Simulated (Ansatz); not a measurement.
**CaO (Lime, Fm-3m): phonons against volume**

Aim: how the vibrations of CaO (Lime) shift with volume, and the expansion that follows.

Measurements to reproduce:
- heat capacity C_P per formula unit 42.2 J/mol/K and bulk modulus 113 GPa near room temperature (given in “High-Throughput Prediction of Finite-Temperature Properties using the Quasi-Harmonic Approximation”, 2016, arXiv:1603.06924)

Main program and level: Ansatz 0.2.0; DFT LDA, scalar-relativistic, plane waves, PAW.

This is a report of a sequence of runs, with most program output left out.

**1. The structure**

Symmetry: Fm-3m, No. 225, cubic system. The conventional cell has a = 4.813 Å, b = 4.813 Å, c = 4.813 Å, α = 90.00°, β = 90.00°, γ = 90.00°. Nearest to Ca lie 6 O at 2.41 Å. Nearest to O lie 6 Ca at 2.41 Å. Farther neighbours and most contacts between anions are not listed.

**2. A first coarse run**

A cheap single point shows whether the cell is a metal or an insulator and how far it is from rest; that sets the k-mesh and the occupations of what follows.

Input file input.yaml:

```yaml
crystal:
  lattice:
    - [0.0, 2.4065, 2.4065]
    - [2.4065, 0.0, 2.4065]
    - [2.4065, 2.4065, 0.0]
  atoms:
    - { symbol: Ca, position: [0.0, 0.0, 0.0] }
    - { symbol: O, position: [0.5, 0.5, 0.5] }
kpoints:
  mp_grid: { grid: [6, 6, 6] }
hamiltonian:
  xc: lda
scf:
  occupations: { method: gaussian, width: 0.1 }
output:
  forces: true
  stress: true
  eigenvalues: true
```

The run is started by

```console
ansatz run input.yaml --threads 4 --pin off --max-ram 16384MiB --backend cpu --events-out ev --progress --plain --runs-dir out
```

It took 1.3 s on 4 threads of Intel Xeon Platinum 8488C (Sapphire Rapids), shared host; peak memory 0.3 GiB.

A gap read on the k-mesh alone can miss the band edges.

Numbers from this step:

```
pressure          : -7.386 GPa
gap on the k-mesh : 3.488 eV
volume per atom   : 13.94 Å³
```

The start is under -7.4 GPa at this level and looks like an insulator or semiconductor on this mesh.

**3. Relaxation**

Phonons are second derivatives about a minimum, so cell and atoms are relaxed first, inside the symmetry of the start.

input.yaml, the sections that differ from step 2:

```yaml
kpoints:
  mp_grid: { grid: [8, 8, 8] }
scf:
  occupations: { method: gaussian, width: 0.02 }
output:
  forces: true
  stress: true
  eigenvalues: true
  write_density: true
  write_potential: true
  elf: true
  volumetric_format: npy
relax:
  adjacent_minimum: "off"
  f_tol: 0.005
  max_steps: 80
  cell: { stress_tol: 0.05 }
# crystal, hamiltonian: as in step 2
```

Wall time 1.5 s (4 threads); peak memory 0.35 GiB; 4.2 s of CPU time.

Relaxation path:

```tsv
step	energy less that of the first step (eV)	largest force component (eV/Å)	pressure (GPa)	volume (Å³)
1	0.0000	0.0000	-7.38	27.87
2	-0.0471	0.0000	2.25	25.72
3	-0.0482	0.0000	-0.22	26.19
4	-0.0484	0.0000	-0.01	26.15
5*	-0.0435	0.0000	-0.32	26.15
6	-0.0438	0.0000	0.00	26.09
7*	-0.0437	0.0000	-0.01	26.09
```

Relaxation steps marked * repeat the geometry before them on a plane-wave basis chosen anew for their cell, so energy and pressure can jump there.

Forces are held to the 48 operations that the run works with; a distortion that breaks them can't arise in this run.

```tsv
conventional cell, symmetrised	before	after	change
a (Å)	4.813	4.708	-2.2 %
b (Å)	4.813	4.708	-2.2 %
c (Å)	4.813	4.708	-2.2 %
volume (Å³/atom)	13.94	13.04	-6.4 %
```

The relaxed structure:

```cif
data_structure
_symmetry_space_group_name_H-M 'P 1'
_symmetry_Int_Tables_number 1
_cell_length_a 3.3290
_cell_length_b 3.3290
_cell_length_c 3.3290
_cell_angle_alpha 60.000
_cell_angle_beta 60.000
_cell_angle_gamma 60.000
_cell_volume 26.09
loop_
_atom_site_label
_atom_site_type_symbol
_atom_site_fract_x
_atom_site_fract_y
_atom_site_fract_z
_atom_site_occupancy
Ca1 Ca 0.00000 0.00000 0.00000 1
O2 O 0.50000 0.50000 0.50000 1
```

This step gave:

- pressure: -0.007148 GPa
- gap on the k-mesh: 3.451 eV
- volume per atom: 13.04 Å³

ELF in the ac plane of the conventional cell at fractional y = 0.000, with atoms of Ca and O within 0.2 Å of it. It is the smooth field of the valence electrons, not physical close to the nuclei.

Ten even steps from '0' (0.05) to '9' (0.85), each cell a mean:
```
99715976982399
98304899861168
32001344320012
43200123200134
98611689730489
69823999971598
48824999981596
89712899950599
77400366510367
21000112100011
64102677641036
99504998971289
99715964882499
```
Columns run along a (4.7 Å), rows up along c (4.7 Å), edges of the conventional cell, whose origin can differ from the input's. Atoms in or near the plane, at fractional coordinates: Ca at (0.00, 0.00), Ca at (0.50, 0.50), O at (0.50, 0.00), O at (0.00, 0.50).

Electrostatic potential energy in the ac plane of the conventional cell at fractional y = 0.000, with atoms of Ca and O within 0.2 Å of it. With pseudopotentials it is smooth inside the atoms' cores, unlike the true potential.

Ten even steps from '_' (-55 eV) to '@' (12 eV), each cell a mean:
```
__::**@@@@##--::++@@@@%%==__
==++%%@@@@@@####%%@@@@@@##==
%%%%@@@@@@@@@@@@@@@@@@@@@@%%
@@@@@@@@@@@@%%%%%%@@@@@@@@@@
##%%@@@@@@##++==**%%@@@@@@##
::++@@@@%%==____::**@@@@##--
..==%%@@##--____..**@@@@**::
==**@@@@%%++::..==##@@@@%%++
@@@@@@@@@@%%##**##%%@@@@@@@@
@@@@@@@@@@@@@@@@@@@@@@@@@@@@
**##%%@@@@@@@@@@@@@@@@@@%%##
..==##@@@@%%++==##@@@@%%++::
__..**@@@@**::..==%%@@##--__
```
Columns run along a (4.7 Å; values clipped at the 3rd and 97th percentile), rows up along c (4.7 Å), edges of the conventional cell, whose origin can differ from the input's. Atoms in or near the plane, at fractional coordinates: Ca at (0.00, 0.00), Ca at (0.50, 0.50), O at (0.50, 0.00), O at (0.00, 0.50).

Valence density in the ac plane of the conventional cell at fractional y = 0.000, with atoms of Ca and O within 0.2 Å of it. It is the smooth field of the valence electrons, not physical close to the nuclei.

Ten even steps from '_' (0.1 e/Å³) to '@' (7.0 e/Å³), each cell a mean:
```
%%++..____::**%%==..____--##
--::________::::..______..::
____________________________
____________________________
::..______..::--..________..
##==..____--##%%++..____::**
@@++..____--%%@@**..____::%%
++::______::++++--..____..==
..__________....____________
____________________________
..____________..__________..
++--______..--==::______::==
@@**..____::%%@@++..____--%%
```
Columns run along a (4.7 Å), rows up along c (4.7 Å), edges of the conventional cell, whose origin can differ from the input's. Atoms in or near the plane, at fractional coordinates: Ca at (0.00, 0.00), Ca at (0.50, 0.50), O at (0.50, 0.00), O at (0.00, 0.50).

The relaxation ends with a pressure of -0.01 GPa.

**4. Tight relaxation**

The relaxation is repeated with tighter thresholds on force and stress, since phonons are sensitive to what is left; a change of mesh or smearing in the input moves the cell too.

Input file input.yaml:

```yaml
crystal:
  lattice:
    - [0.0, 2.353950931, 2.353950931]
    - [2.353950931, 0.0, 2.353950931]
    - [2.353950931, 2.353950931, 0.0]
  atoms:
    - { symbol: Ca, position: [0.0, 0.0, 0.0] }
    - { symbol: O, position: [0.5, 0.5, 0.5] }
kpoints:
  mp_grid: { grid: [8, 8, 8] }
hamiltonian:
  xc: lda
scf:
  occupations: { method: fixed }
output:
  forces: true
  stress: true
  eigenvalues: true
relax:
  adjacent_minimum: "off"
  f_tol: 0.001
  max_steps: 60
  cell: { stress_tol: 0.01 }
```

The job ended after 0.48 s (4 threads; peak memory 0.33 GiB; 1.3 s of CPU time).

Little changed from the start: no atom moved by 0.005 Å and no cell edge by 0.1 %.

This step gave:

| Quantity | Value |
| --- | --- |
| pressure | -0.007131 GPa |

The residual pressure is -0.0071 GPa, small enough for phonons.

**5. Phonons, V/V0 1**

Phonons at this volume give one point of F(V, T); meshes stay fixed along the series.

input.yaml, the sections that differ from step 4:

```yaml
output:
  eigenvalues: true
phonons:
  method: dfpt
  dielectric: true
  rigid_motions: translations
  qmesh: [4, 4, 4]
  temperatures: { t_max: 1000, t_step: 50 }
  qpath:
    path:
      - [[0.0, 0.0, 0.0], [0.5, 0.0, 0.5], [0.625, 0.25, 0.625]]
      - [[0.375, 0.375, 0.75], [0.0, 0.0, 0.0], [0.5, 0.5, 0.5], [0.5, 0.25, 0.75], [0.5, 0.0, 0.5]]
    npoints: 10
# crystal, kpoints, hamiltonian, scf: as in step 4
# relax: removed
```

Run time: 27 s. Hardware: 4 threads; peak memory 0.73 GiB; 96 s of CPU time.

Numbers from this step:

```yaml
gamma_frequencies: 0, 0, 0, 290.4, 290.4, 290.4 cm⁻¹ (negative: imaginary)
lowest_frequency_on_the_path: 0 cm⁻¹
zero_point_energy: 0.1118 eV/cell
point_group: m-3m
highest_frequency: 569.2 cm⁻¹
debye_temperature_from_the_second_moment: 587 K
```

LO-TO term included. Phonon branches along the path, in cm⁻¹:

```tsv
point	branch 1	branch 2	branch 3	branch 4	branch 5	branch 6
Γ	0	0	0	290	290	569
halfway	147	147	248	307	307	498
X	205	205	311	314	314	393
halfway	208	231	307	315	338	387
U	211	281	293	318	371	387
jump to K	211	281	293	318	371	387
halfway	159	176	262	314	319	518
Γ	0	0	0	290	290	569
halfway	137	137	238	308	308	545
L	189	189	324	324	384	486
halfway	206	236	326	336	346	446
W	251	276	276	353	353	372
halfway	230	231	303	327	345	382
X	205	205	311	314	314	393
```

The phonon density of states has structure finer than the step of the table below, so its rows give means over 20 cm⁻¹, whole bins alone (the curve runs from 2.5 to 568 cm⁻¹). Peaks (cm⁻¹: height): 207.5: 0.0307, 322.5: 0.0953.

Tetrahedra on 24 24 24, mean over bins of 5 cm⁻¹. The phonon density of states by wavenumber; means over each step:

```tsv
wavenumber (cm⁻¹)	phonon density of states (1/cm⁻¹/cell)
20	4.9e-5
40	2.4e-4
60	5.9e-4
80	0.00114
100	0.00201
120	0.00333
140	0.00538
160	0.00877
180	0.0162
200	0.0273
220	0.0197
240	0.0123
260	0.00959
280	0.00678
300	0.0295
320	0.0684
340	0.0284
360	0.00955
380	0.00384
400	0.00578
420	0.00597
440	0.00652
460	0.00698
480	0.00715
500	0.00543
520	0.00421
540	0.00323
```

Harmonic. Thermo, by row:

```tsv
T (K)	F_vib (meV/atom)	S (J/mol-atom/K)	C_V (J/mol-atom/K)
0	55.92	0	0
50	55.88	0.388	1.355
100	55.08	3.102	7.578
150	52.41	7.333	13.33
200	47.46	11.72	17.05
250	40.32	15.79	19.36
300	31.17	19.46	20.83
350	20.21	22.75	21.8
400	7.64	25.71	22.48
450	-6.38	28.39	22.96
500	-21.73	30.82	23.32
550	-38.29	33.06	23.59
600	-55.97	35.12	23.8
650	-74.67	37.03	23.96
700	-94.33	38.81	24.09
750	-114.9	40.48	24.2
800	-136.3	42.04	24.29
850	-158.4	43.52	24.36
900	-181.3	44.91	24.42
950	-205	46.23	24.47
1000	-229.3	47.49	24.52
```

The modes has structure finer than the step of the table below, so its rows give means over 20 cm⁻¹, whole bins alone (the curve runs from -10 to 595 cm⁻¹). Peaks (cm⁻¹: height): Ca 199.4: 0.0261, 306.0: 0.0235; O 321.2: 0.0643.

Phonopy on the run's constants, 21x21x21 mesh, Gaussian sigma 4.3 cm⁻¹. Modes against wavenumber; means over each step; values in 1/cm⁻¹/cell:

```tsv
wavenumber (cm⁻¹)	Ca	O
0	1.1e-5	3.8e-6
20	4.0e-5	1.4e-5
40	1.7e-4	6.5e-5
60	4.2e-4	1.5e-4
80	8.9e-4	3.0e-4
100	0.00154	4.7e-4
120	0.00267	7.1e-4
140	0.00440	9.5e-4
160	0.00762	0.00127
180	0.0148	0.00148
200	0.0251	0.00173
220	0.0184	0.00131
240	0.0116	8.3e-4
260	0.00875	7.2e-4
280	0.00633	0.00114
300	0.0173	0.0122
320	0.0148	0.0516
340	0.00554	0.0239
360	0.00292	0.00680
380	9.7e-4	0.00328
400	2.4e-4	0.00542
420	3.0e-4	0.00562
440	4.3e-4	0.00603
460	6.4e-4	0.00635
480	8.6e-4	0.00620
500	1.0e-3	0.00444
520	9.6e-4	0.00325
540	8.3e-4	0.00241
560	4.8e-4	0.00128
580	2.3e-5	5.9e-5
```

Born charge (rows field, columns displacement) (e), principal values of the symmetric part by kind of site:

```tsv
atom	atoms with these values	low	middle	high	mean
Ca1	1	2.37	2.37	2.37	2.37
O2	1	-2.37	-2.37	-2.37	-2.37
```

In full for O2:

```
-2.37  0.00  0.00
 0.00 -2.37  0.00
 0.00  0.00 -2.37
```

ε∞:

```
3.88 0.00 0.00
0.00 3.88 0.00
0.00 0.00 3.88
```

No LO-TO term. The modes at Γ (shares of kinetic energy by element, %):

```tsv
mode	frequency (cm⁻¹)	symmetry	Ca %	O %
1	0.0	T1u	71	29
2	0.0	T1u	71	29
3	0.0	T1u	71	29
4	290.4	T1u	29	71
5	290.4	T1u	29	71
6	290.4	T1u	29	71
```

Displacements in mode 5 (290.4 cm⁻¹), the largest set to 1:
```
Ca1 -0.40  0.00  0.00
O2   1.00  0.00  0.00
```

No mode is imaginary beyond numerical noise at the solved wavevectors.

**6. A cell at another volume, V/V0 1.015**

Symmetry fixes every atom, so a single point at the scaled cell gives the energy and pressure of this member.

The cell differs from the one that the last finished run ended in (a 3.329 → 3.346 Å, b 3.329 → 3.346 Å, c 3.329 → 3.346 Å).

input.yaml, the sections that differ from step 5:

```yaml
crystal:
  lattice:
    - [0.0, 2.3656623224, 2.3656623224]
    - [2.3656623224, 0.0, 2.3656623224]
    - [2.3656623224, 2.3656623224, 0.0]
  atoms:
    - { symbol: Ca, position: [0.0, 0.0, 0.0] }
    - { symbol: O, position: [0.5, 0.5, 0.5] }
output:
  forces: true
  stress: true
  eigenvalues: true
# kpoints, hamiltonian, scf: as in step 5
# phonons: removed
```

The job ended after 0.31 s (4 threads; peak memory 0.32 GiB).

Numbers from this step:

- pressure: -1.863 GPa
- gap on the k-mesh: 3.461 eV
- volume per atom: 13.24 Å³

At this level the gap is 3.46 eV on the k-mesh of the self-consistent run, which can miss the band edges.

**7. Lattice dynamics at this volume, V/V0 1.015**

The same q-mesh and k-mesh are kept at every volume, so that much of their error can cancel in the differences.

input.yaml, the sections that differ from step 6:

```yaml
output:
  eigenvalues: true
phonons:
  method: dfpt
  dielectric: true
  rigid_motions: translations
  qmesh: [4, 4, 4]
  temperatures: { t_max: 1000, t_step: 50 }
  qpath:
    path:
      - [[0.0, 0.0, 0.0], [0.5, 0.0, 0.5], [0.625, 0.25, 0.625]]
      - [[0.375, 0.375, 0.75], [0.0, 0.0, 0.0], [0.5, 0.5, 0.5], [0.5, 0.25, 0.75], [0.5, 0.0, 0.5]]
    npoints: 10
# crystal, kpoints, hamiltonian, scf: as in step 6
```

The job ended after 28 s (4 threads; peak memory 0.75 GiB).

No mode is imaginary beyond numerical noise at the solved wavevectors. The highest zone-centre mode (no LO–TO term) moved by -3.8 % for a volume change of +1.5 %.

**8. Single point at a scaled cell, V/V0 0.985**

The cell differs from the one that the last finished run ended in (a 3.346 → 3.312 Å, b 3.346 → 3.312 Å, c 3.346 → 3.312 Å).

input.yaml, the sections that differ from step 7:

```yaml
crystal:
  lattice:
    - [0.0, 2.3421218322, 2.3421218322]
    - [2.3421218322, 0.0, 2.3421218322]
    - [2.3421218322, 2.3421218322, 0.0]
  atoms:
    - { symbol: Ca, position: [0.0, 0.0, 0.0] }
    - { symbol: O, position: [0.5, 0.5, 0.5] }
output:
  forces: true
  stress: true
  eigenvalues: true
# kpoints, hamiltonian, scf: as in step 7
# phonons: removed
```

The job ended after 1.3 s (4 threads; peak memory 0.32 GiB).

The run ends at a pressure of 2.00 GPa.

**9. Lattice dynamics at this volume, V/V0 0.985**

input.yaml, the sections that differ from step 8:

```yaml
output:
  eigenvalues: true
phonons:
  method: dfpt
  dielectric: true
  rigid_motions: translations
  qmesh: [4, 4, 4]
  temperatures: { t_max: 1000, t_step: 50 }
  qpath:
    path:
      - [[0.0, 0.0, 0.0], [0.5, 0.0, 0.5], [0.625, 0.25, 0.625]]
      - [[0.375, 0.375, 0.75], [0.0, 0.0, 0.0], [0.5, 0.5, 0.5], [0.5, 0.25, 0.75], [0.5, 0.0, 0.5]]
    npoints: 10
# crystal, kpoints, hamiltonian, scf: as in step 8
```

Run time: 25 s. Hardware: 4 threads; peak memory 0.73 GiB; 93 s of CPU time.

LO-TO term included. Phonon branches along the path, in cm⁻¹:

```tsv
point	branch 1	branch 2	branch 3	branch 4	branch 5	branch 6
Γ	0	0	0	302	302	579
halfway	147	147	257	318	318	504
X	205	205	321	326	326	397
halfway	209	233	316	326	349	392
U	214	286	300	328	378	396
jump to K	214	286	300	328	378	396
halfway	165	176	268	323	331	526
Γ	0	0	0	302	302	579
halfway	141	141	242	319	319	554
L	196	196	334	334	389	494
halfway	212	241	336	348	350	454
W	257	280	280	362	362	381
halfway	233	233	312	338	355	387
X	205	205	321	326	326	397
```

No mode is imaginary beyond numerical noise at the solved wavevectors. The highest zone-centre mode (no LO–TO term) moved by +3.8 % for a volume change of -1.5 %.

**10. A cell at another volume, V/V0 1.03**

The cell differs from the one that the last finished run ended in (a 3.312 → 3.362 Å, b 3.312 → 3.362 Å, c 3.312 → 3.362 Å).

input.yaml, the sections that differ from step 9:

```yaml
crystal:
  lattice:
    - [0.0, 2.3772588917, 2.3772588917]
    - [2.3772588917, 0.0, 2.3772588917]
    - [2.3772588917, 2.3772588917, 0.0]
  atoms:
    - { symbol: Ca, position: [0.0, 0.0, 0.0] }
    - { symbol: O, position: [0.5, 0.5, 0.5] }
output:
  forces: true
  stress: true
  eigenvalues: true
# kpoints, hamiltonian, scf: as in step 9
# phonons: removed
```

Elapsed: 0.27 s, on 4 threads; peak memory 0.32 GiB.

The run ends at a pressure of -3.58 GPa.

**11. Lattice dynamics at this volume, V/V0 1.03**

input.yaml, the sections that differ from step 10:

```yaml
output:
  eigenvalues: true
phonons:
  method: dfpt
  dielectric: true
  rigid_motions: translations
  qmesh: [4, 4, 4]
  temperatures: { t_max: 1000, t_step: 50 }
  qpath:
    path:
      - [[0.0, 0.0, 0.0], [0.5, 0.0, 0.5], [0.625, 0.25, 0.625]]
      - [[0.375, 0.375, 0.75], [0.0, 0.0, 0.0], [0.5, 0.5, 0.5], [0.5, 0.25, 0.75], [0.5, 0.0, 0.5]]
    npoints: 10
# crystal, kpoints, hamiltonian, scf: as in step 10
```

The job ended after 27 s (4 threads; peak memory 0.74 GiB).

LO-TO term included. Phonon branches along the path, in cm⁻¹:

```tsv
point	branch 1	branch 2	branch 3	branch 4	branch 5	branch 6
Γ	0	0	0	269	269	551
halfway	147	147	230	284	284	485
X	204	204	290	292	292	387
halfway	204	226	287	294	318	380
U	203	271	276	299	361	371
jump to K	203	271	276	299	361	371
halfway	146	175	251	295	297	502
Γ	0	0	0	269	269	551
halfway	129	129	231	288	288	527
L	177	177	306	306	372	470
halfway	195	224	308	315	340	431
W	240	263	263	339	339	356
halfway	222	227	284	307	326	374
X	204	204	290	292	292	387
```

No mode is imaginary beyond numerical noise at the solved wavevectors. The highest zone-centre mode (no LO–TO term) moved by -7.5 % for a volume change of +3.0 %.

**12. A cell at another volume, V/V0 0.97**

The cell differs from the one that the last finished run ended in (a 3.362 → 3.295 Å, b 3.362 → 3.295 Å, c 3.362 → 3.295 Å).

input.yaml, the sections that differ from step 11:

```yaml
crystal:
  lattice:
    - [0.0, 2.3301720231, 2.3301720231]
    - [2.3301720231, 0.0, 2.3301720231]
    - [2.3301720231, 2.3301720231, 0.0]
  atoms:
    - { symbol: Ca, position: [0.0, 0.0, 0.0] }
    - { symbol: O, position: [0.5, 0.5, 0.5] }
output:
  forces: true
  stress: true
  eigenvalues: true
# kpoints, hamiltonian, scf: as in step 11
# phonons: removed
```

Elapsed: 0.25 s, on 4 threads; peak memory 0.32 GiB.

The run ends at a pressure of 4.19 GPa.

**13. Lattice dynamics at this volume, V/V0 0.97**

input.yaml, the sections that differ from step 12:

```yaml
output:
  eigenvalues: true
phonons:
  method: dfpt
  dielectric: true
  rigid_motions: translations
  qmesh: [4, 4, 4]
  temperatures: { t_max: 1000, t_step: 50 }
  qpath:
    path:
      - [[0.0, 0.0, 0.0], [0.5, 0.0, 0.5], [0.625, 0.25, 0.625]]
      - [[0.375, 0.375, 0.75], [0.0, 0.0, 0.0], [0.5, 0.5, 0.5], [0.5, 0.25, 0.75], [0.5, 0.0, 0.5]]
    npoints: 10
# crystal, kpoints, hamiltonian, scf: as in step 12
```

Elapsed: 23 s, on 4 threads; peak memory 0.7 GiB.

No mode is imaginary beyond numerical noise at the solved wavevectors. The highest zone-centre mode (no LO–TO term) moved by +7.7 % for a volume change of -3.0 %.

(Part 1 of 2 ends here.)

[Logs are printed without paths, hosts, clocks, repeated set-up lines and the standing remarks that a program may print on its own settings, such as how far it seeks lower states.]

[Hosts, paths, dates, database ids (printed as entryN), source tags and the programs' standing remarks are cut or masked in the printed files.]

[A step with changed settings may run another functional than the one named; its input shows which.]


